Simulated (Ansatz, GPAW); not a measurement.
# Screening of a field by Y2NOS MXene monolayer

Wanted: the out-of-plane polarisability of Y2NOS MXene monolayer.

Main program and level: GPAW 26.7.0 and Ansatz 0.2.0; Ansatz plane waves; layer without images along its normal, relaxation of atoms and in-plane cell, in the first sound run; inputs show where later runs differ.

**1. Set-up**

The cell holds 5 atoms: 1 S, 2 Y, 1 N and 1 O. Cell: a = 3.406 Å, b = 3.406 Å, c = 23.947 Å, α = 90.0°, β = 90.0°, γ = 120.0°. Vacuum lies along c.

**2. Relaxing the atoms**

Forces are removed first; all later runs use this geometry.

input.yaml

```yaml
crystal:
  lattice:
    - [3.40626, 0.0, 0.0]
    - [-1.70313, 2.9499076919, 0.0]
    - [0.0, 0.0, 23.9471825095]
  atoms:
    - { symbol: S, position: [0.3333333333, 0.6666666667, 0.3758270935] }
    - { symbol: "Y", position: [0.6666666667, 0.3333333333, 0.4566929017], spin: 1.0 }
    - { symbol: "N", position: [0.0, 0.0, 0.5128172263] }
    - { symbol: "Y", position: [0.3333333333, 0.6666666667, 0.568941551], spin: 1.0 }
    - { symbol: O, position: [0.6666666667, 0.3333333333, 0.6241729065] }
  periodic: [true, true, false]
magnetization:
  spin_polarized: true
kpoints:
  mp_grid: { grid: [9, 9, 1] }
hamiltonian:
  xc: pbe
scf:
  occupations: { method: fermi_dirac, width: 0.05 }
relax:
  f_tol: 0.01
  max_steps: 90
  cell: {}
```

Started as:

```sh
> ansatz run input.yaml --threads 4 --pin off --max-ram 8192MiB --backend cpu --events-out ev --progress --plain --runs-dir out
```

Numbers of over 12 decimals in the logs are rounded to 6 here.

The log of the run:

```text
Warning: crystal.periodic: the lattice vector that does not repeat stood 0.000° off the slab's normal, 23.947 Å along it as the deck builds it. The run solves the slab on a vector along the normal, 35.694 Å long, with every atom where it was (on the deck's vector they left 18.00 Å outside them, and the widest stretch free of ions among them is 1.94 Å). A fractional position that the run reports is one of the run's ce [...]
crystal.periodic: the lattice vector that does not repeat stood 0.000° off the slab's normal, 23.947 Å along it as the deck builds it. The run solves the slab on a vector along the normal, 35.694 Å long, with every atom where it was (on the deck's vector they left 18.00 Å outside them, and the widest stretch free of ions among them is 1.94 Å). A fractional position that the run reports is one of the run's cell, which [...]
Engine: ansatz 0.2.0, x86_64-unknown-linux-gnu
Pseudopotentials: kind: paw
Pseudopotential: S, paw, valence charge 6, recommended cutoff 420 eV (normal), S.paw.azcp
Pseudopotential: Y, paw, valence charge 11, recommended cutoff 420 eV (normal), Y.paw.azcp
Pseudopotential: N, paw, valence charge 5, recommended cutoff 420 eV (normal), N.paw.azcp
Pseudopotential: O, paw, valence charge 6, recommended cutoff 420 eV (normal), O.paw.azcp
Functional definition: PBE
  parameter kappa = 0.804
  parameter beta = 0.066725
  exchange = pbe_x(kappa = kappa, mu = beta*pi^2/3)
  correlation = pbe_c(beta = beta)
Crystal: 5 atoms, lattice volume = 358.662 Å³
Basis set: ecut = 420 eV, 6995 PW (Γ), exchange–correlation on 48×48×480 points (8 copies of the dense FFT grid, shifted against one another)
Bands: 26, of which v1, the nominal top of the filled ones, is band 20 counted from 1 (19 counted from 0)
Symmetry: 6 space group operations
Space group: P3m1 (ITA 156), of the structure as read, at distance tolerance 7.1e-5 Å
Magnetic group: BNS 156.49 (UNI 1279), of the structure as read, at distance tolerance 7.1e-5 Å
k-points: 12 of 81 (time reversal used)
Non-local potential: S, projectors of the file, l = 0: 2, l = 1: 2, l = 2: 2
Non-local potential: Y, projectors of the file, l = 0: 3, l = 1: 2, l = 2: 2, l = 3: 1
Non-local potential: N, projectors of the file, l = 0: 2, l = 1: 2, l = 2: 1
Non-local potential: O, projectors of the file, l = 0: 2, l = 1: 2, l = 2: 1
PAW form: soft (Blöchl's): semilocal exchange-correlation on the pseudo side does not see the compensation charge
PAW one-centre angular grid: S, 110 points (default); XC on 64 Gauss nodes
PAW one-centre angular grid: Y, 590 points (default); XC on 64 Gauss nodes
PAW one-centre angular grid: N, 110 points (default); XC on 64 Gauss nodes
PAW one-centre angular grid: O, 110 points (default); XC on 64 Gauss nodes
Initial density: superposition of atomic densities (neutral atoms: chi_scale 0, normalization atom)
Starting moments: Σ|m| = 2 μB on 2 of 5 sites
Initial wavefunctions: pseudopotential atomic-orbital guess
Functional: x = pbe(κ = 0.804, μ = 0.219515), c = pbe(β = 0.066725)
SCF iter   1: F=—  HF=-9561.169765 eV  |F-HF|=—  |Δ(HF+E_count)|=         —  Δρ=3.36e-2 (↑3.26e-2 ↓3.36e-2)  dr2=3.73e1  dr2_m=1.77e-1  M=0.223 μB ∫|m|=0.457 μB  β_m=0.30  ethr=3.10e-3  ⟨swp⟩=12.6  Hψ=4739  notcnv=0
Mixer restart at iter 1: flushing history
preconditioner: auto → Resta (q_TF=auto, 1.885 Å⁻¹)  ε∞=1.6  [insulator: Δε(μ)=0.137 eV  Ē_g=15.393 eV  σ=0.050 eV  W_gap=0.55  n_scr=20 (ndim 8)  ℏωp=11.6 eV  f_vac=0.731  D(μ)=1.24/eV (n_scr^D=8)  ε∞_Penn≈1.6  vacuum switching on, ρ_ref=1.7e-2 e/Å³]
spin=Collinear: Resta preconditioning applied to the charge; magnetization (m = ρ↑ − ρ↓) channel mixes plain (no charge-response kernel on spin).
SCF iter   2: F=—  HF=-9572.173692 eV  |F-HF|=—  |Δ(HF+E_count)|=    1.10e1  Δρ=7.63e-2 (↑7.14e-2 ↓7.63e-2)  dr2=1.06e3  dr2_m=8.78e-2  M=0.459 μB ∫|m|=0.694 μB  β_m=0.13  ethr=3.10e-3  ⟨swp⟩=10.6  Hψ=2673  notcnv=0  defer=68  recentre
preconditioner: auto → LDOS  [metal: Δε(μ)=0.003 eV  Ē_g=8.576 eV  σ=0.050 eV  W_gap=0.01  n_scr=20 (ndim 8)  ℏωp=9.0 eV  f_vac=0.734  D(μ)=5.40/eV (n_scr^D=18)]
spin=Collinear: LDOS preconditioning applied to the charge; magnetization (m = ρ↑ − ρ↓) channel mixes plain (no charge-response kernel on spin).
SCF iter   3: F=—  HF=-9558.757820 eV  |F-HF|=—  |Δ(HF+E_count)|=    1.34e1  Δρ=2.58e-2 (↑2.52e-2 ↓2.58e-2)  dr2=2.18e1  dr2_m=1.41e-1  M=0.147 μB ∫|m|=0.389 μB  β_m=0.20  ethr=3.10e-3  ⟨swp⟩=7.2  Hψ=2783  notcnv=0  defer=2
SCF iter   4: F=—  HF=-9557.026624 eV  |F-HF|=—  |Δ(HF+E_count)|=    1.73e0  Δρ=1.93e-2 (↑1.40e-2 ↓1.93e-2)  dr2=2.68e1  dr2_m=1.45e-1  M=0.438 μB ∫|m|=0.606 μB  β_m=0.08  ethr=3.10e-3  ⟨swp⟩=4.5  Hψ=1488  notcnv=0  defer=41
SCF iter   5: F=—  HF=-9556.625721 eV  |F-HF|=—  |Δ(HF+E_count)|=   4.01e-1  Δρ=1.53e-2 (↑1.12e-2 ↓1.53e-2)  dr2=1.22e1  dr2_m=1.64e-1  M=0.596 μB ∫|m|=0.696 μB  β_m=0.18  ethr=3.10e-3  ⟨swp⟩=2.0  Hψ=1060  notcnv=0  defer=41
SCF iter   6: F=—  HF=-9556.830219 eV  |F-HF|=—  |Δ(HF+E_count)|=   2.04e-1  Δρ=2.35e-2 (↑6.13e-3 ↓2.35e-2)  dr2=3.23e1  dr2_m=3.33e-1  M=0.955 μB ∫|m|=1.002 μB  β_m=0.23  ethr=3.10e-3  ⟨swp⟩=6.3  Hψ=1465  notcnv=0  defer=46  recentre
SCF iter   7: F=—  HF=-9556.706285 eV  |F-HF|=—  |Δ(HF+E_count)|=         —  Δρ=1.63e-2 (↑9.13e-3 ↓1.63e-2)  dr2=8.46e0  dr2_m=1.32e-1  M=0.016 μB ∫|m|=0.146 μB  β_m=0.60  ethr=3.10e-3  ⟨swp⟩=5.5  Hψ=1494  notcnv=0  defer=36
SCF iter   8: F=—  HF=-9556.872978 eV  |F-HF|=—  |Δ(HF+E_count)|=   1.67e-1  Δρ=1.69e-2 (↑5.30e-3 ↓1.69e-2)  dr2=1.02e1  dr2_m=2.28e-1  M=-0.054 μB ∫|m|=0.222 μB  β_m=0.42  ethr=3.10e-3  ⟨swp⟩=5.3  Hψ=1395  notcnv=0  defer=40
SCF iter   9: F=—  HF=-9556.417507 eV  |F-HF|=—  |Δ(HF+E_count)|=   4.55e-1  Δρ=1.38e-2 (↑4.28e-3 ↓1.38e-2)  dr2=6.05e0  dr2_m=1.31e-1  M=-0.033 μB ∫|m|=0.188 μB  β_m=0.13  ethr=3.10e-3  ⟨swp⟩=4.1  Hψ=1007  notcnv=0  defer=36
SCF iter  10: F=—  HF=-9556.280626 eV  |F-HF|=—  |Δ(HF+E_count)|=   1.37e-1  Δρ=1.06e-2 (↑2.48e-3 ↓1.06e-2)  dr2=7.81e0  dr2_m=7.99e-2  M=0.655 μB ∫|m|=0.682 μB  β_m=0.43  ethr=3.10e-3  ⟨swp⟩=3.5  Hψ=1029  notcnv=0  defer=38
SCF iter  11: F=—  HF=-9556.297023 eV  |F-HF|=—  |Δ(HF+E_count)|=   1.64e-2  Δρ=1.39e-2 (↑3.33e-3 ↓1.39e-2)  dr2=1.17e1  dr2_m=1.42e-1  M=0.734 μB ∫|m|=0.742 μB  β_m=0.50  ethr=3.10e-3  ⟨swp⟩=3.9  Hψ=940  notcnv=0  defer=41
SCF iter  12: F=—  HF=-9556.219226 eV  |F-HF|=—  |Δ(HF+E_count)|=   7.78e-2  Δρ=8.32e-3 (↑2.88e-3 ↓8.32e-3)  dr2=3.77e0  dr2_m=4.07e-2  M=0.002 μB ∫|m|=0.153 μB  β_m=0.75  ethr=3.10e-3  ⟨swp⟩=3.5  Hψ=944  notcnv=0  defer=42
[...]
relax step   8: F+E_penalty+E_count = -9557.82603743 eV  Δ(F+E_penalty+E_count) = -5.706e-5 eV  max|allowed force component| = 3.332e-3 eV/Å  Δτ_max = 0.0041 Å  P = +0.005 N/m  Ω = 385.273 Å³  energy of the carried Pulay correction = -9.049e-3 eV  fix = [c, alpha, beta]  reactions: c +0.000 N/m  (10 SCF iters, dr2 threshold 1.94e-7 eV, accepted)
relax step   9: F+E_penalty+E_count = -9557.84039570 eV  Δ(F+E_penalty+E_count) = -1.436e-2 eV  max|allowed force component| = 3.616e-3 eV/Å  Δτ_max = 0.0000 Å  P = +0.255 N/m  Ω = 385.273 Å³  fix = [c, alpha, beta]  reactions: c +0.000 N/m  stress off target by 2.55e-1 N/m on what of the cell is left free  SCF on the basis re-selected at this cell (its energy is not comparable with the rows above)  (14 SCF iters)
relax step  10: F+E_penalty+E_count = -9557.84029064 eV  Δ(F+E_penalty+E_count) = +1.051e-4 eV  max|allowed force component| = 1.110e-2 eV/Å  Δτ_max = 0.0044 Å  P = +0.023 N/m  Ω = 386.281 Å³  energy of the carried Pulay correction = -3.348e-4 eV  fix = [c, alpha, beta]  reactions: c +0.000 N/m  (11 SCF iters, dr2 threshold 6.41e-8 eV, accepted)
relax step  11: F+E_penalty+E_count = -9557.84027752 eV  Δ(F+E_penalty+E_count) = +1.312e-5 eV  max|allowed force component| = 2.895e-3 eV/Å  Δτ_max = 0.0006 Å  P = -0.005 N/m  Ω = 386.334 Å³  energy of the carried Pulay correction = -3.526e-4 eV  fix = [c, alpha, beta]  reactions: c -0.000 N/m  (8 SCF iters, dr2 threshold 7.69e-9 eV, accepted)
iter 1 solved again at ethr=2.67e-8 eV; its pass at ethr=3.10e-3 eV (dr2=1.04e-5 eV) is discarded
SCF iter   1: F=—  HF=-9557.840305 eV  |F-HF|=—  |Δ(HF+E_count)|=         —  Δρ=7.37e-6 (↑7.36e-6 ↓7.37e-6)  dr2=4.15e-8  dr2_m=8.52e-12  M=-0.000 μB ∫|m|=0.000 μB  β_m=0.65  ethr=2.67e-8  ⟨swp⟩=7.8  Hψ=8152  notcnv=0
preconditioner: auto → Resta (q_TF=auto, 1.862 Å⁻¹)  ε∞=1.6  [insulator: Δε(μ)=0.138 eV  Ē_g=14.890 eV  σ=0.050 eV  W_gap=0.59  n_scr=20 (ndim 8)  ℏωp=11.2 eV  f_vac=0.747  D(μ)=2.04/eV (n_scr^D=10)  ε∞_Penn≈1.6  vacuum switching on, ρ_ref=1.6e-2 e/Å³]
spin=Collinear: Resta preconditioning applied to the charge; magnetization (m = ρ↑ − ρ↓) channel mixes plain (no charge-response kernel on spin).
SCF iter   2: F=—  HF=-9557.840551 eV  |F-HF|=—  |Δ(HF+E_count)|=   2.46e-4  Δρ=3.09e-6 (↑3.09e-6 ↓3.08e-6)  dr2=1.52e-7  dr2_m=2.13e-12  M=-0.000 μB ∫|m|=0.000 μB  β_m=0.30  ethr=1.07e-10  ⟨swp⟩=4.4  Hψ=1820  notcnv=0
SCF iter   3: F=—  HF=-9557.840528 eV  |F-HF|=—  |Δ(HF+E_count)|=   2.32e-5  Δρ=3.47e-6 (↑3.46e-6 ↓3.47e-6)  dr2=1.30e-7  dr2_m=2.79e-12  M=-0.000 μB ∫|m|=0.000 μB  β_m=0.23  ethr=1.07e-10  ⟨swp⟩=2.5  Hψ=972  notcnv=0
SCF iter   4: F=—  HF=-9557.840567 eV  |F-HF|=—  |Δ(HF+E_count)|=   3.95e-5  Δρ=1.95e-6 (↑1.95e-6 ↓1.95e-6)  dr2=5.77e-9  dr2_m=1.37e-12  M=-0.000 μB ∫|m|=0.000 μB  β_m=0.28  ethr=1.07e-10  ⟨swp⟩=2.9  Hψ=908  notcnv=0
SCF iter   5: F=—  HF=-9557.840597 eV  |F-HF|=—  |Δ(HF+E_count)|=   2.96e-5  Δρ=5.47e-7 (↑5.46e-7 ↓5.47e-7)  dr2=5.48e-10  dr2_m=3.48e-13  M=-0.000 μB ∫|m|=0.000 μB  β_m=0.29  ethr=1.48e-11  ⟨swp⟩=3.3  Hψ=1164  notcnv=0
SCF iter   6: F=—  HF=-9557.840605 eV  |F-HF|=—  |Δ(HF+E_count)|=   8.70e-6  Δρ=1.12e-7 (↑1.12e-7 ↓1.12e-7)  dr2=5.34e-11  dr2_m=1.80e-13  M=-0.000 μB ∫|m|=0.000 μB  β_m=0.52  ethr=1.41e-12  ⟨swp⟩=4.1  Hψ=1410  notcnv=0
iter 7 met the thresholds in force, and the SCF goes on: an eigenvalue changes by 3.12 meV, over its tolerance of 0.05 meV (output.eigenvalues, Limitations)
SCF iter   7: F=-9557.840606 eV  HF=-9557.840606 eV  |F-HF|=2.68e-8  |Δ(HF+E_count)|=   5.23e-7  Δρ=2.01e-8 (↑1.95e-8 ↓2.01e-8)  dr2=1.28e-11  dr2_m=6.23e-14  M=-0.000 μB ∫|m|=0.000 μB  β_m=0.48  ethr=1.00e-12  ⟨swp⟩=7.7  Hψ=4026  notcnv=0
SCF iter   8: F=-9557.840606 eV  HF=-9557.840606 eV  |F-HF|=6.26e-10  |Δ(HF+E_count)|=   2.60e-8  Δρ=1.03e-8 (↑9.49e-9 ↓1.03e-8)  dr2=2.21e-12  dr2_m=4.15e-14  M=-0.000 μB ∫|m|=0.000 μB  ethr=1.00e-12  ⟨swp⟩=6.6  Hψ=3112  notcnv=0
the starting moments were not kept: the SCF closed with an absolute magnetisation of 1.2e-6 μB, where they sum to 2 μB in size (2 sites). That is at most 0.1 of that sum. Measured as dr2_m measures the in/out step, that magnetisation stands 3.5e-13 eV from none, at or under the dr2_threshold of 2.0e-11 eV: it is no larger than a step whose dr2_m would equal this threshold.
SCF 12 converged in 8 iterations: F = -9557.840606 eV  dr2 = 2.21e-12
relax step  12: F+E_penalty+E_count = -9557.84060592 eV  Δ(F+E_penalty+E_count) = -3.284e-4 eV  max|allowed force component| = 2.880e-3 eV/Å  Δτ_max = 0.0000 Å  P = -0.003 N/m  Ω = 386.334 Å³  fix = [c, alpha, beta]  reactions: c -0.000 N/m  stress off target by 3.01e-3 N/m on what of the cell is left free  SCF on the basis re-selected at this cell (its energy is not comparable with the rows above)  (8 SCF iters)
basis re-selected at this cell: Δ(F+E_penalty+E_count) = -3.284e-4 eV, ΔP = +0.002 N/m vs the last step (what re-selecting the basis moved, of the pressure what is left beyond the Pulay correction that the steps carried, after the strain that the cell walked since its last selection, with what the two solves' SCF thresholds leave and, on support functions, any second-order correction that the steps lacked; it is no m [...]
SCF converged after 8 iterations
an eigenvalue changed by more than its tolerance at an iteration that met the thresholds in force, so the SCF went on 1 time: the last check found none over its tolerance
Magnetization: -0.0000 μB (19.5000 up, 19.5000 down)
Absolute magnetization: 0.0000 μB (∫|ρ↑−ρ↓|, with the PAW one-centre terms)
Spin contamination: 0.0000 ħ² per cell (⟨S²⟩ above its minimum at these occupations)
Per-site moments (μB) at R_I (Å): [(-9.139881407420468e-7, 1.166145), (-8.818788472179333e-9, 0.964962), (-5.6526869643504266e-8, 0.964962), (-3.6487757367125526e-9, 0.892542), (1.0382322219894005e-8, 0.892542)]
Free energy (F): -9557.840606 eV
Harris-Foulkes:  -9557.840606 eV  (|F-HF|=6.26e-10)
Internal energy: -9557.822615 eV  (E = F + TS)
E sigma→0 (E₀):  -9557.831610 eV
Entropy (-TS):   -0.017991 eV (-3.598 meV/atom)
Fermi energy:    -6.607868 eV
--- Per-component energies (eV) ---
  E_band       = -766.408939
  E_kinetic    = 1022.958785
  E_local      = -86563.202480  (includes V_loc(G=0)·N_el)
  E_nonlocal   = 221.332299
  E_hartree    = 42688.410737
  E_xc         = -579.837930
  E_vxc        = -658.851060  (∫ρ·V_xc dr)
  E_paw        = -6535.650596  (= ΣΔE_a)
  E_vpaw       = -165.470600  (= ΣTr[D̂ρ^β])
  E_aug_tail   = 0.002556  (compensation charges beyond the density's cutoff)
  E_ewald      = 40188.164016
  E_smearing   = -0.017991  (= −TS)
  E_closure    = 0.000000  (closes the sum)
  Σ components = -9557.840606   (vs F -9557.840606, Δ=0.00e0)
--- Forces (eV/Å), atoms counted from 1 ---
  atom   1  S      0.00000000     0.00000000     0.00048742
  atom   2  Y     -0.00000000    -0.00000000     0.00015168
  atom   3  N      0.00000000     0.00000000    -0.00086982
  atom   4  Y     -0.00000000    -0.00000000     0.00288000
  atom   5  O      0.00000000     0.00000000    -0.00264980
  max |Σ_I F_I| component: 5.15e-7 eV/Å
--- 2D stress c σ (N/m, compression-positive) ---
       -0.003010       0.000000      -0.000000
        0.000000      -0.003010      -0.000000
       -0.000000      -0.000000      -0.000000
  P = ½ c Tr σ = -0.0030 N/m
--- Relaxed structure (10 steps of the walk, 10 accepted, 2 SCFs on fresh bases) ---
  F+E_penalty+E_count = -9557.84060592 eV   max|allowed force component| = 2.880e-3 eV/Å   (the final SCF, on the basis selected at the relaxed cell)
  cell:  # Å, volume = 386.3335 Å³
    - [3.535217, 0, 0]
    - [-1.767608, 3.061587, 0]
    - [0, 0, 35.694365]
  atoms:
    - { symbol: S, position: [0.333333, 0.666667, 0.254171] }
    - { symbol: Y, position: [0.666667, 0.333333, 0.308970] }
    - { symbol: N, position: [0, 0, 0.340992] }
    - { symbol: Y, position: [0.333333, 0.666667, 0.389390] }
    - { symbol: O, position: [0.666667, 0.333333, 0.409512] }
```

Wall time 60 s (4 threads of AMD EPYC 9R14 (Zen 4), shared host); peak memory 0.88 GiB; 3.8 min of CPU time.

Relaxation path:

| step | energy less that of the first step (eV) | largest force component (eV/Å) | volume (Å³) |
| --- | --- | --- | --- |
| 1 | 0.0000 | 5.6512 | 358.66 |
| 2 | -1.1977 | 2.2906 | 362.21 |
| 3 | -1.6111 | 0.6719 | 373.51 |
| 4 | -1.6687 | 0.2432 | 389.13 |
| 5 | -1.6756 | 0.0825 | 386.48 |
| 6 | -1.6762 | 0.0679 | 385.97 |
| 7 | -1.6767 | 0.0557 | 384.76 |
| 8 | -1.6768 | 0.0033 | 385.27 |
| 9* | -1.6911 | 0.0036 | 385.27 |
| 10 | -1.6910 | 0.0111 | 386.28 |
| 11 | -1.6910 | 0.0029 | 386.33 |
| 12* | -1.6913 | 0.0029 | 386.33 |

Relaxation steps marked * repeat the geometry before them on a plane-wave basis chosen anew for their cell, so energy and pressure can jump there.

The run keeps the 6 symmetry operations that it works with, so distortions that break them were not tested.

```
cell as run  before  after  change
      a (Å)   3.406  3.535  +3.8 %
      b (Å)   3.406  3.535  +3.8 %
```

The atoms that moved most (Å, along periodic axes as changes of fractional coordinates times the final cell, across vacuum about the mean position):

| atom | dx | dy | dz | length |
| --- | --- | --- | --- | --- |
| O5 | 0.000 | 0.000 | -0.330 | 0.330 |
| Y4 | 0.000 | 0.000 | 0.274 | 0.274 |
| N3 | 0.000 | 0.000 | -0.109 | 0.109 |
| Y2 | 0.000 | 0.000 | 0.092 | 0.092 |
| S1 | 0.000 | 0.000 | 0.072 | 0.072 |

The relaxed structure:

```xyz
5
Lattice="3.5352 0.0000 0.0000 -1.7676 3.0616 0.0000 0.0000 0.0000 35.6944" Properties=species:S:1:pos:R:3
S     0.0000    2.0411    9.0725
Y     1.7676    1.0205   11.0285
N     0.0000    0.0000   12.1715
Y     0.0000    2.0411   13.8990
O     1.7676    1.0205   14.6173
```

This step gave:

```
free energy         : -9557.8406 eV
smearing term TS    : 0.01799 eV
symmetry operations : 6
```

The relaxation lowered the energy of the cell by 1.69 eV.

(Continued in part 2 of 2.)

[Logs are printed without paths, hosts, clocks, repeated set-up lines and the standing remarks that a program may print on its own settings, such as how far it seeks lower states.]

[Hosts, paths, dates, database ids (printed as entryN), source tags and the programs' standing remarks are cut or masked in the printed files.]
